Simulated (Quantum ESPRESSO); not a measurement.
# The valence band of H5C3 as photoemission sees it

Aim: the valence spectrum of H5C3 from He I to hard X-rays, and which orbitals make each feature.

Method: DFT, LDA, plane waves, ultrasoft GBRV pseudopotentials, scalar-relativistic, in the first sound run; inputs show where later runs differ, in Quantum ESPRESSO 7.5.

Report form: the programs' logs are mostly left out.

### 1. Starting point

The cell holds 32 atoms: 12 C and 20 H. Its edges and angles: a = 6.338 Å, b = 6.397 Å, c = 7.498 Å, α = 79.3°, β = 70.9°, γ = 61.6°.

### 2. The base run: self-consistent run

First the self-consistent run; potential, DOS and bands follow from it in later steps.

Input file scf.in:

```
&control
  calculation = 'scf'
  prefix = 'pes'
  outdir = './tmp'
  pseudo_dir = './pp'
  tprnfor = .true.
  tstress = .true.
/
&system
  ibrav = 0
  nat = 32
  ntyp = 2
  ecutwfc = 40.0
  ecutrho = 200.0
  occupations = 'smearing'
  nbnd = 74
  smearing = 'fd'
  degauss = 0.00367
/
&electrons
  conv_thr = 1.9e-07
  mixing_beta = 0.5
  electron_maxstep = 120
/
ATOMIC_SPECIES
C 12.0110 c_lda_v1.2.uspp.F.UPF
H 1.0080 h_lda_v1.4.uspp.F.UPF
CELL_PARAMETERS angstrom
 6.338450000 0.000000000 0.000000000
 3.038824015 5.628896065 0.000000000
 2.452150157 0.255178670 7.080709641
ATOMIC_POSITIONS crystal
C 0.571000000 0.585800000 0.753600000
C 0.429000000 0.414200000 0.246400000
C 0.489800000 0.834800000 0.798000000
C 0.510200000 0.165200000 0.202000000
C 0.687900000 0.914600000 0.684800000
C 0.312100000 0.085400000 0.315200000
C 0.931200000 0.763900000 0.736400000
C 0.068800000 0.236100000 0.263600000
[... 20 atom lines left out ...]
H 0.183000000 0.377600000 0.771400000
H 0.817000000 0.622400000 0.228600000
H 0.893600000 0.234800000 0.780200000
H 0.106400000 0.765200000 0.219800000
K_POINTS automatic
6 6 4 0 0 0
```

Started as:

```sh
> OMP_NUM_THREADS=1 mpirun -n 4 pw.x -nk 4 -in scf.in > scf.out
```

Elapsed: 3.8 min, on 4 MPI ranks of Arm Neoverse V1, shared host; 15 min of CPU time.

This step gave:

| Item | Value |
| --- | --- |
| free energy | -2196.2506 eV |
| Fermi energy | 2.229 eV |
| pressure | -0.6940 GPa |
| gap on the k-mesh | 4.290 eV |

At this level the gap is 4.29 eV on the k-mesh of the self-consistent run, which can miss the band edges.

### 3. The base run: levels for the DOS

The levels for the density of states are solved on the fixed potential, without another SCF cycle.

nscf.in, as its differences from scf.in of step 2:

```diff
@@ -1,3 +1,3 @@
 &control
-  calculation = 'scf'
+  calculation = 'nscf'
   prefix = 'pes'
@@ -5,4 +5,3 @@
   pseudo_dir = './pp'
-  tprnfor = .true.
-  tstress = .true.
+  verbosity = 'high'
 /
@@ -23,2 +22,3 @@
   electron_maxstep = 120
+  diago_full_acc = .true.
 /
@@ -65,2 +65,2 @@
 K_POINTS automatic
-6 6 4 0 0 0
+8 8 6 0 0 0
```

Started as:

```sh
> OMP_NUM_THREADS=1 mpirun -n 4 pw.x -nk 4 -in nscf.in > nscf.out
```

Wall time 9.7 min (4 MPI ranks); 39 min of CPU time.

### 4. Projected DOS and spectra

projwfc.x splits the states by atom and shell, which the spectra need, since each shell has its own cross section.

Input file projwfc.in:

```
&projwfc
  prefix = 'pes'
  outdir = './tmp'
  filpdos = 'pes'
  ngauss = 0
  degauss = 0.00735
  DeltaE = 0.05
  Emin = -33.77
  Emax = 14.23
/
```

Started as:

```sh
> OMP_NUM_THREADS=1 mpirun -n 4 projwfc.x -nk 4 -in projwfc.in > projwfc.out
```

It took 13 s on 4 MPI ranks.

Numbers from this step:

| Item | Value |
| --- | --- |
| zero of energy | valence-band maximum |
| gap from the DOS mesh | 4.289 eV |
| share of occupied states in no projected shell | 0.0077 of the occupied states in the window |

The DOS has structure finer than the step of the table below, so its rows give means over 1 eV, whole bins alone (the curve runs from -15.6 to 13.9 eV). Peaks (eV: height): total -15.2: 16, -12.6: 23.4, -3.8: 14.8, -2.0: 19.9; C 2p -6.6: 8.46, -4.4: 12.0, -3.8: 11.3, -2.0: 13.2; H 1s -12.7: 4.33, -6.7: 3.64, -5.1: 3.68, -2.0: 6.50; C 2s -15.2: 11.0, -12.6: 14.1, -9.5: 5.17, -9.0: 4.63.

DOS against E, zero at the valence-band maximum; means over each step; values in states/eV/cell:

| E (eV) | total | C 2p | H 1s | C 2s |
| --- | --- | --- | --- | --- |
| -15 | 4.00 | 0.506 | 0.702 | 2.75 |
| -14 | 0 | 0 | 0 | 0 |
| -13 | 6.71 | 1.38 | 1.27 | 4.00 |
| -12 | 1.28 | 0.266 | 0.226 | 0.776 |
| -11 | 0 | 0 | 0 | 0 |
| -10 | 2.04 | 0.831 | 0.460 | 0.716 |
| -9 | 5.97 | 2.45 | 1.39 | 2.05 |
| -8 | 0.00561 | 0.00367 | 0.00146 | 3.3e-4 |
| -7 | 7.08 | 4.45 | 1.89 | 0.615 |
| -6 | 1.24 | 0.793 | 0.347 | 0.0864 |
| -5 | 8.57 | 5.82 | 2.24 | 0.426 |
| -4 | 11.8 | 9.28 | 2.33 | 0.145 |
| -3 | 3.29 | 2.31 | 0.927 | 0.0305 |
| -2 | 11.7 | 7.74 | 3.89 | 0.0383 |
| -1 | 0.901 | 0.718 | 0.179 | 0.00103 |
| 0 | 3.37 | 2.85 | 0.496 | 0.00557 |
| 1 | 0 | 0 | 0 | 0 |
| 2 | 0 | 0 | 0 | 0 |
| 3 | 0 | 0 | 0 | 0 |
| 4 | 0.591 | 0.361 | 0.130 | 0.0405 |
| 5 | 5.11 | 2.79 | 1.30 | 0.428 |
| 6 | 5.28 | 1.16 | 2.03 | 0.860 |
| 7 | 6.31 | 1.34 | 2.15 | 0.675 |
| 8 | 7.59 | 1.57 | 2.07 | 0.732 |
| 9 | 7.37 | 1.69 | 1.68 | 0.488 |
| 10 | 8.36 | 2.45 | 1.89 | 0.495 |
| 11 | 8.51 | 2.69 | 1.87 | 0.540 |
| 12 | 8.61 | 2.47 | 1.67 | 0.889 |
| 13 | 8.98 | 2.19 | 1.40 | 1.03 |

Sums over each group's atoms; a table of it gives point samples, which can step over narrow peaks. The DOS of the group by E, zero at the valence-band maximum; values in states/eV:

| E (eV) | C: C 2p | H: H 1s | C: C 2s |
| --- | --- | --- | --- |
| -15 | 0.871 | 1.18 | 4.68 |
| -14 | 0 | 0 | 0 |
| -13 | 0.333 | 0.341 | 0.965 |
| -12 | 1.4e-5 | 1.1e-5 | 4.0e-5 |
| -11 | 0 | 0 | 0 |
| -10 | 5.8e-4 | 3.2e-4 | 5.0e-4 |
| -9 | 3.94 | 2.27 | 3.25 |
| -8 | 0 | 0 | 0 |
| -7 | 4.33 | 1.83 | 0.631 |
| -6 | 2.8e-4 | 1.1e-4 | 2.3e-5 |
| -5 | 6.37 | 2.77 | 0.483 |
| -4 | 7.34 | 1.93 | 0.138 |
| -3 | 0.585 | 0.248 | 0.00657 |
| -2 | 10.9 | 5.54 | 0.0652 |
| -1 | 1.8e-4 | 3.2e-5 | 0 |
| 0 | 2.97 | 0.495 | 0.00653 |
| 1 | 0 | 0 | 0 |
| 2 | 0 | 0 | 0 |
| 3 | 0 | 0 | 0 |
| 4 | 0.00121 | 8.5e-4 | 4.0e-4 |
| 5 | 2.82 | 1.15 | 0.377 |
| 6 | 1.03 | 1.73 | 0.814 |
| 7 | 1.35 | 2.04 | 0.608 |
| 8 | 1.58 | 2.07 | 0.744 |
| 9 | 1.60 | 1.60 | 0.459 |
| 10 | 2.60 | 1.96 | 0.517 |
| 11 | 2.77 | 1.88 | 0.532 |
| 12 | 2.25 | 1.59 | 0.834 |
| 13 | 2.27 | 1.45 | 1.06 |

This run's widths, added to any smearing of the DOS itself: Gaussian 0.6 eV, Lorentzian 0.05 eV plus 0.05 an eV of depth. The intensity by binding energy, zero at the valence-band maximum; values in % of the maximum within 13 eV:

| binding energy (eV) | 21.2 eV | 40.8 eV | 1486.7 eV | 5950 eV | 8047.8 eV |
| --- | --- | --- | --- | --- | --- |
| -1 | 0.956 | 1.07 | 0.295 | 0.259 | 0.256 |
| 0 | 29.2 | 32.1 | 2.09 | 0.886 | 0.789 |
| 1 | 12.4 | 13.0 | 1.11 | 0.637 | 0.598 |
| 2 | 96.5 | 96.2 | 6.76 | 3.23 | 2.94 |
| 3 | 31.1 | 32.2 | 3.28 | 2.11 | 2.01 |
| 4 | 87.4 | 94.0 | 9.79 | 6.34 | 6.06 |
| 5 | 64.8 | 69.0 | 15.4 | 13.1 | 12.9 |
| 6 | 19.8 | 21.4 | 7.71 | 7.02 | 6.96 |
| 7 | 42.7 | 46.4 | 18.4 | 16.9 | 16.8 |
| 8 | 7.98 | 9.68 | 8.31 | 8.08 | 8.06 |
| 9 | 29.9 | 39.1 | 51.7 | 51.0 | 51.0 |
| 10 | 12.4 | 17.1 | 23.7 | 23.4 | 23.4 |
| 11 | 1.95 | 5.27 | 9.64 | 9.59 | 9.59 |
| 12 | - | 18.4 | 42.6 | 42.6 | 42.6 |
| 13 | - | 31.0 | 73.2 | 73.2 | 73.2 |
| 14 | - | 7.34 | 18.1 | 18.1 | 18.1 |
| 15 | - | 18.9 | 51.5 | 51.6 | 51.6 |

Maxima picked by a test of local sharpness, so broad peaks and shoulders can be missing; peaks within 0.45 eV of a curve's cut are left out. Valence peaks, by row:

| photon energy (eV) | binding energy (eV) | height (% of the maximum within 13 eV) | main shell | its share (%) |
| --- | --- | --- | --- | --- |
| 21.2 | 9.245 | 33.07 | C 2p | 59.39 |
| 21.2 | 6.745 | 49.14 | C 2p | 71.81 |
| 21.2 | 3.845 | 88.37 | C 2p | 80.18 |
| 21.2 | 1.895 | 100 | C 2p | 70.81 |
| 21.2 | 0.2949 | 41.03 | C 2p | 86.43 |
| 40.8 | 15.09 | 19.51 | C 2s | 71.47 |
| 40.8 | 12.64 | 42.28 | C 2s | 61.68 |
| 40.8 | 9.245 | 43.41 | C 2p | 53.67 |
| 40.8 | 6.745 | 53.24 | C 2p | 78.12 |
| 40.8 | 3.895 | 94.27 | C 2p | 88.71 |
| 40.8 | 1.895 | 100 | C 2p | 83.36 |
| 40.8 | 0.2949 | 44.99 | C 2p | 92.81 |
| 1487 | 15.09 | 53.32 | C 2s | 99.41 |
| 1487 | 12.64 | 100 | C 2s | 99.11 |
| 1487 | 9.245 | 58.11 | C 2s | 97.4 |
| 1487 | 6.795 | 20.2 | C 2s | 87.51 |
| 1487 | 5.145 | 16.34 | C 2s | 81.48 |
| 1487 | 1.945 | 6.917 | C 2p | 58.73 |
| 5950 | 15.09 | 53.44 | C 2s | 99.78 |
| 5950 | 12.64 | 100 | C 2s | 99.7 |
| 5950 | 9.245 | 57.39 | C 2s | 99.2 |
| 5950 | 6.795 | 18.51 | C 2s | 96.06 |
| 5950 | 5.195 | 14.37 | C 2s | 94.2 |
| 8048 | 15.09 | 53.45 | C 2s | 99.82 |
| 8048 | 12.64 | 100 | C 2s | 99.75 |
| 8048 | 9.245 | 57.33 | C 2s | 99.35 |
| 8048 | 6.795 | 18.37 | C 2s | 96.84 |
| 8048 | 5.195 | 14.2 | C 2s | 95.33 |

The intensity has structure finer than the step of the table below, so its rows give means over 0.5 eV, whole bins alone (the curve runs from -15.6 to 1.43 eV). Peaks (eV: height): C K -6.67: 47.7, -4.37: 87.8, -1.87: 99.5, -0.27: 51.8; C K, E along x -9.47: 37.2, -6.67: 50.4, -4.37: 113, -1.87: 131; C K, E along y -9.17: 30.9, -6.67: 56.6, -4.17: 114, -1.67: 136; C K, E along z -4.97: 96.4, -3.57: 82.9, -2.07: 98.4, -0.27: 147.

Shapes are the site's partial DOS without matrix elements, which overweights lines from ligand s bands. Intensity against emission energy less the core level's binding energy, zero at the valence-band maximum; means over each step; values in % of the unpolarised maximum:

| emission energy less the core level's binding energy (eV) | C K | C K, E along x | C K, E along y | C K, E along z |
| --- | --- | --- | --- | --- |
| -15.0 | 3.78 | 5.24 | 5.10 | 1.01 |
| -14.5 | 2.19 | 3.09 | 2.90 | 0.574 |
| -14.0 | 1.88 | 2.79 | 2.44 | 0.420 |
| -13.5 | 3.19 | 5.01 | 4.09 | 0.484 |
| -13.0 | 8.71 | 14.0 | 11.3 | 0.865 |
| -12.5 | 12.1 | 18.3 | 16.7 | 1.18 |
| -12.0 | 5.12 | 7.45 | 7.18 | 0.747 |
| -11.5 | 2.55 | 3.66 | 3.35 | 0.633 |
| -11.0 | 2.28 | 3.26 | 2.84 | 0.732 |
| -10.5 | 3.26 | 4.83 | 3.96 | 1.00 |
| -10.0 | 8.41 | 13.4 | 10.1 | 1.77 |
| -9.5 | 21.6 | 33.7 | 26.2 | 4.80 |
| -9.0 | 22.0 | 28.4 | 27.7 | 9.86 |
| -8.5 | 9.27 | 11.2 | 11.4 | 5.19 |
| -8.0 | 6.17 | 6.71 | 7.20 | 4.61 |
| -7.5 | 14.3 | 13.4 | 16.2 | 13.2 |
| -7.0 | 37.0 | 36.2 | 41.2 | 33.6 |
| -6.5 | 38.0 | 41.4 | 45.4 | 27.2 |
| -6.0 | 14.8 | 15.3 | 15.4 | 13.8 |
| -5.5 | 27.7 | 23.0 | 19.9 | 40.3 |
| -5.0 | 57.7 | 46.1 | 38.1 | 88.9 |
| -4.5 | 80.0 | 95.9 | 82.6 | 61.5 |
| -4.0 | 82.7 | 84.4 | 111 | 52.6 |
| -3.5 | 74.4 | 70.7 | 75.3 | 77.3 |
| -3.0 | 24.6 | 22.1 | 21.2 | 30.7 |
| -2.5 | 25.4 | 23.9 | 13.9 | 38.5 |
| -2.0 | 86.2 | 106 | 70.9 | 81.7 |
| -1.5 | 48.0 | 42.3 | 80.5 | 20.9 |
| -1.0 | 7.97 | 5.12 | 7.64 | 11.1 |
| -0.5 | 36.4 | 3.24 | 4.51 | 101 |
| 0.0 | 30.8 | 2.41 | 3.01 | 87.1 |
| 0.5 | 2.49 | 1.04 | 1.11 | 5.34 |
| 1.0 | 1.10 | 0.762 | 0.793 | 1.73 |

Window up to 13.9 eV. Shell moments, by row:

| element | shell | occupied states an atom | centre of occupied part (eV) | rms width of occupied part (eV) | centre up to the window's top (eV) | rms width up to the window's top (eV) |
| --- | --- | --- | --- | --- | --- | --- |
| C | 2s | 0.9696 | -11.63 | 2.99 | -3.939 | 10.61 |
| C | 2p | 3.282 | -4.666 | 3.139 | 0.00724 | 7.29 |
| H | 1s | 0.8169 | -5.695 | 3.898 | 1.791 | 8.084 |

The spectra weight each projected shell by its atomic cross section (Dirac–Hartree–Slater) and angular factor, for linear light with the analyser at 30° from the polarisation. Broadening, on top of any smearing of the DOS itself: a Gaussian of 0.6 eV and a Lorentzian of 0.05 eV plus 0.05 times the binding energy (full widths). Curves are cut 10 eV under the photon energy, above any shell that the free atom's threshold puts out of reach, or at the lower edge of the window: 11.2 eV at 21.2 eV, 15.6 eV at 40.8 eV, 15.6 eV at 1486.7 eV, 15.6 eV at 5950 eV and 15.6 eV at 8047.8 eV. Dipole terms alone, which is rough above 3 keV; no background, satellites or final-state effects.

Share of each shell in the spectrum's area (%), by photon energy:

| shell | 21.2 eV | 40.8 eV | 1486.7 eV | 5950 eV | 8047.8 eV |
| --- | --- | --- | --- | --- | --- |
| C 2s | 2.1 | 15.3 | 92.9 | 97.9 | 98.3 |
| C 2p | 74.1 | 72.8 | 5.7 | 1.3 | 1.0 |
| H 1s | 23.8 | 12.0 | 1.3 | 0.8 | 0.7 |

Cross sections used, in Mb an electron:

| shell | 21.2 eV | 40.8 eV | 1486.7 eV | 5950 eV | 8047.8 eV |
| --- | --- | --- | --- | --- | --- |
| C 2s | 0.58 | 0.56 | 3.1e-4 | 5.1e-6 | 2.0e-6 |
| C 2p | 2.7 | 0.84 | 9.8e-6 | 4.0e-8 | 1.2e-8 |
| H 1s | 1.9 | 0.29 | 3.0e-6 | 2.7e-8 | 9.6e-9 |

### 5. The base run: bands

The bands are solved at chosen points on the fixed potential.

bands.in, as its differences from nscf.in of step 3:

```diff
@@ -1,3 +1,3 @@
 &control
-  calculation = 'nscf'
+  calculation = 'bands'
   prefix = 'pes'
@@ -64,3 +64,12 @@
 H 0.106400000 0.765200000 0.219800000
-K_POINTS automatic
-8 8 6 0 0 0
+K_POINTS crystal
+60
+ 0.00000000 0.00000000 0.00000000 1
+ 0.00000000 0.00000000 -0.06250000 1
+ 0.00000000 0.00000000 -0.12500000 1
+ 0.00000000 0.00000000 -0.18750000 1
+ 0.00000000 0.00000000 -0.25000000 1
+ 0.00000000 0.00000000 -0.31250000 1
+ ! [... 52 more points ...]
+ 0.00000000 -0.43750000 -0.43750000 1
+ 0.00000000 -0.50000000 -0.50000000 1
```

Started as:

```sh
> OMP_NUM_THREADS=1 mpirun -n 4 pw.x -nk 4 -in bands.in > bands.out
```

The job ended after 3.2 min (4 MPI ranks).

This step gave:

```
gap on the path              : 4.289 eV
least direct gap on the path : 4.448 eV
valence top on path          : 2.00e-4 eV
```

The electronic bands at the labelled points (eV, zero at the valence-band maximum; v1 is the highest filled band, c1 the lowest empty one):

| point | v4 | v3 | v2 | v1 | c1 | c2 | c3 | c4 |
| --- | --- | --- | --- | --- | --- | --- | --- | --- |
| Γ | -1.66 | -1.56 | -0.33 | -0.28 | 4.29 | 4.80 | 4.83 | 5.53 |
| halfway | -1.66 | -1.59 | -0.52 | -0.09 | 4.36 | 4.76 | 4.87 | 5.22 |
| X | -1.64 | -1.63 | -0.61 | 0.00 | 4.54 | 4.58 | 4.92 | 5.09 |
| jump to Y | -1.74 | -1.73 | -0.38 | -0.33 | 4.77 | 4.79 | 5.60 | 5.84 |
| halfway | -1.73 | -1.66 | -0.36 | -0.30 | 4.51 | 4.81 | 5.12 | 5.75 |
| Γ | -1.66 | -1.56 | -0.33 | -0.28 | 4.29 | 4.80 | 4.83 | 5.53 |
| halfway | -1.68 | -1.62 | -0.42 | -0.11 | 4.46 | 4.76 | 5.14 | 5.63 |
| Z | -1.78 | -1.64 | -0.43 | -0.01 | 4.46 | 4.94 | 5.50 | 5.81 |
| jump to R | -1.63 | -1.56 | -0.33 | -0.26 | 4.75 | 4.93 | 5.38 | 5.69 |
| halfway | -1.63 | -1.56 | -0.36 | -0.24 | 4.47 | 4.74 | 5.17 | 5.95 |
| Γ | -1.66 | -1.56 | -0.33 | -0.28 | 4.29 | 4.80 | 4.83 | 5.53 |
| halfway | -1.63 | -1.55 | -0.41 | -0.15 | 4.46 | 4.94 | 5.20 | 5.70 |
| T | -1.61 | -1.55 | -0.41 | -0.13 | 4.64 | 5.22 | 5.67 | 5.68 |
| jump to U | -1.75 | -1.69 | -0.24 | -0.16 | 4.50 | 4.67 | 5.72 | 5.79 |
| halfway | -1.68 | -1.65 | -0.30 | -0.21 | 4.51 | 4.65 | 5.08 | 5.62 |
| Γ | -1.66 | -1.56 | -0.33 | -0.28 | 4.29 | 4.80 | 4.83 | 5.53 |
| halfway | -1.69 | -1.68 | -0.54 | -0.14 | 4.58 | 4.75 | 5.13 | 5.68 |
| V | -1.78 | -1.69 | -0.58 | -0.07 | 4.84 | 5.04 | 5.59 | 5.90 |

At this level the gap is 4.29 eV on the path.

On this path the gap is indirect, 4.29 eV, with the valence top at X and the conduction bottom at Γ. The least direct gap is 4.45 eV.

### 6. With PBEsol: self-consistent run

This step: DFT, PBEsol, plane waves, ultrasoft GBRV pseudopotentials, scalar-relativistic (Quantum ESPRESSO 7.5).

The run is repeated with PBEsol on the same cell, to see how much the levels hang on the functional.

scf.in, as its differences from that of step 2:

```diff
@@ -25,4 +25,4 @@
 ATOMIC_SPECIES
-C 12.0110 c_lda_v1.2.uspp.F.UPF
-H 1.0080 h_lda_v1.4.uspp.F.UPF
+C 12.0110 c_pbesol_v1.2.uspp.F.UPF
+H 1.0080 h_pbesol_v1.4.uspp.F.UPF
 CELL_PARAMETERS angstrom
```

Started as:

```sh
> OMP_NUM_THREADS=1 mpirun -n 4 pw.x -nk 4 -in scf.in > scf.out
```

The job ended after 3.7 min (4 MPI ranks).

Numbers from this step:

```yaml
free_energy: -2189.0414 eV
fermi_energy: 2.475 eV
pressure: 1.421 GPa
gap_on_the_k_mesh: 4.448 eV
```

At this level the gap is 4.45 eV on the k-mesh of the self-consistent run, which can miss the band edges.

### 7. With PBEsol: levels for the DOS

nscf.in, as its differences from that of step 3:

```diff
@@ -25,4 +25,4 @@
 ATOMIC_SPECIES
-C 12.0110 c_lda_v1.2.uspp.F.UPF
-H 1.0080 h_lda_v1.4.uspp.F.UPF
+C 12.0110 c_pbesol_v1.2.uspp.F.UPF
+H 1.0080 h_pbesol_v1.4.uspp.F.UPF
 CELL_PARAMETERS angstrom
```

Started as:

```sh
> OMP_NUM_THREADS=1 mpirun -n 4 pw.x -nk 4 -in nscf.in > nscf.out
```

The job ended after 9.4 min (4 MPI ranks).

This step gave:

| Property | Result |
| --- | --- |
| Fermi energy | 2.476 eV |

### 8. Projected DOS and spectra

projwfc.in, as its differences from that of step 4:

```diff
@@ -7,4 +7,4 @@
   DeltaE = 0.05
-  Emin = -33.77
-  Emax = 14.23
+  Emin = -33.52
+  Emax = 14.48
 /
```

Started as:

```sh
> OMP_NUM_THREADS=1 mpirun -n 4 projwfc.x -nk 4 -in projwfc.in > projwfc.out
```

Elapsed: 13 s, on 4 MPI ranks.

This step gave:

- gap from the DOS mesh: 4.448 eV
- share of occupied states in no projected shell: 0.0079 of the occupied states in the window

The DOS has structure finer than the step of the table below, so its rows give means over 2 eV, whole bins alone (the curve runs from -15.7 to 14.1 eV). Peaks (eV: height): total -15.3: 16.6, -12.8: 23.8, -9.6: 16.1, -2.0: 19; C 2p -6.6: 7.92, -4.3: 12.8, -3.7: 11.8, -2.0: 12.6; H 1s -12.8: 4.43, -9.6: 3.64, -3.7: 3.60, -2.0: 6.26; C 2s -15.3: 11.4, -12.7: 14.3, -9.6: 5.71, -9.1: 5.16.

Table of DOS by E, zero at the valence-band maximum; means over each step; values in states/eV/cell:

| E (eV) | total | C 2p | H 1s | C 2s |
| --- | --- | --- | --- | --- |
| -14 | 0.152 | 0.0299 | 0.0307 | 0.0891 |
| -12 | 3.85 | 0.785 | 0.710 | 2.32 |
| -10 | 3.67 | 1.48 | 0.851 | 1.28 |
| -8 | 1.41 | 0.798 | 0.367 | 0.217 |
| -6 | 5.24 | 3.20 | 1.54 | 0.436 |
| -4 | 9.68 | 7.41 | 2.08 | 0.113 |
| -2 | 6.00 | 3.95 | 2.01 | 0.0185 |
| 0 | 2.00 | 1.70 | 0.294 | 0.00291 |
| 2 | 0 | 0 | 0 | 0 |
| 4 | 1.57 | 1.07 | 0.279 | 0.0744 |
| 6 | 4.80 | 1.30 | 1.78 | 0.696 |
| 8 | 7.16 | 1.53 | 2.06 | 0.697 |
| 10 | 8.47 | 2.46 | 1.92 | 0.527 |
| 12 | 8.37 | 2.45 | 1.64 | 0.837 |

Maxima picked by a test of local sharpness, so broad peaks and shoulders can be missing; peaks within 0.45 eV of a curve's cut are left out. Valence peaks, by row:

| photon energy (eV) | binding energy (eV) | height (% of the maximum within 13 eV) | main shell | its share (%) |
| --- | --- | --- | --- | --- |
| 21.2 | 9.223 | 28.16 | C 2p | 62.76 |
| 21.2 | 6.723 | 46.74 | C 2p | 74.54 |
| 21.2 | 4.323 | 76.21 | C 2p | 86.56 |
| 21.2 | 3.723 | 81.33 | C 2p | 81.7 |
| 21.2 | 1.923 | 100 | C 2p | 74.67 |
| 21.2 | 0.2229 | 44.49 | C 2p | 88.72 |
| 60 | 12.77 | 56.42 | C 2s | 73.2 |
| 60 | 9.473 | 44.79 | C 2s | 46.94 |
| 60 | 9.223 | 45.23 | C 2s | 46.32 |
| 60 | 6.723 | 53.16 | C 2p | 76.79 |
| 60 | 4.323 | 83.79 | C 2p | 92.17 |
| 60 | 3.723 | 86.27 | C 2p | 90.17 |
| 60 | 1.923 | 100 | C 2p | 87.4 |
| 60 | 0.2229 | 48.77 | C 2p | 94.74 |
| 100 | 12.77 | 97.4 | C 2s | 84.75 |
| 100 | 9.473 | 65.57 | C 2s | 64.09 |
| 100 | 9.223 | 65.92 | C 2s | 63.52 |
| 100 | 6.723 | 60.12 | C 2p | 68.47 |
| 100 | 5.023 | 60.52 | C 2p | 78.42 |
| 100 | 4.323 | 85.72 | C 2p | 90.85 |
| 100 | 3.723 | 87.66 | C 2p | 89.49 |
| 100 | 1.923 | 100 | C 2p | 88.13 |
| 100 | 0.2229 | 49.09 | C 2p | 94.92 |
| 1487 | 12.77 | 100 | C 2s | 98.74 |
| 1487 | 9.473 | 52.23 | C 2s | 96.24 |
| 1487 | 9.223 | 52.09 | C 2s | 96.15 |
| 1487 | 6.823 | 21.58 | C 2s | 83.12 |
| 1487 | 5.223 | 16.73 | C 2s | 77.53 |
| 1487 | 4.323 | 11.07 | C 2p | 56.18 |
| 1487 | 3.773 | 10.64 | C 2p | 58.41 |
| 1487 | 1.923 | 9.766 | C 2p | 72.05 |
| 1487 | 0.2229 | 4.434 | C 2p | 83.89 |
| 8048 | 12.77 | 100 | C 2s | 99.67 |
| 8048 | 9.473 | 51.21 | C 2s | 99.08 |
| 8048 | 9.223 | 51.04 | C 2s | 99.06 |
| 8048 | 6.823 | 18.94 | C 2s | 95.58 |
| 8048 | 5.223 | 13.97 | C 2s | 93.72 |
| 8048 | 4.273 | 5.838 | C 2s | 76.12 |

Spectra as before, but with a recipe of its own (widths, and in some runs the light), which changes peak heights and what is resolved: Gaussian 0.2 eV, Lorentzian 0.05 eV plus 0.05 times the binding energy, unpolarised light, analyser at 60°, Fermi edge at 77 K; some photon energies differ too.

The two runs compared:

| quantity | this run | base run | difference |
| --- | --- | --- | --- |
| gap from the DOS mesh (eV) | 4.448 | 4.289 | 0.159 |

One result that differs is the gap from the DOS mesh, 4.45 eV against 4.29 eV.

(Part 1 of 2 ends here.)

[Logs are printed without paths, hosts, clocks, repeated set-up lines and the standing remarks that a program may print on its own settings, such as how far it seeks lower states.]

[Hosts, paths, dates, database ids (printed as entryN), source tags and the programs' standing remarks are cut or masked in the printed files.]

[Maps of the electrostatic potential energy from Ansatz leave out the sawtooth potential of an applied field or a dipole correction, so their vacuum need not be flat; work functions include it.]

[Peak lists hold at most the 14 tallest peaks of each spectrum; further lines can be left out.]
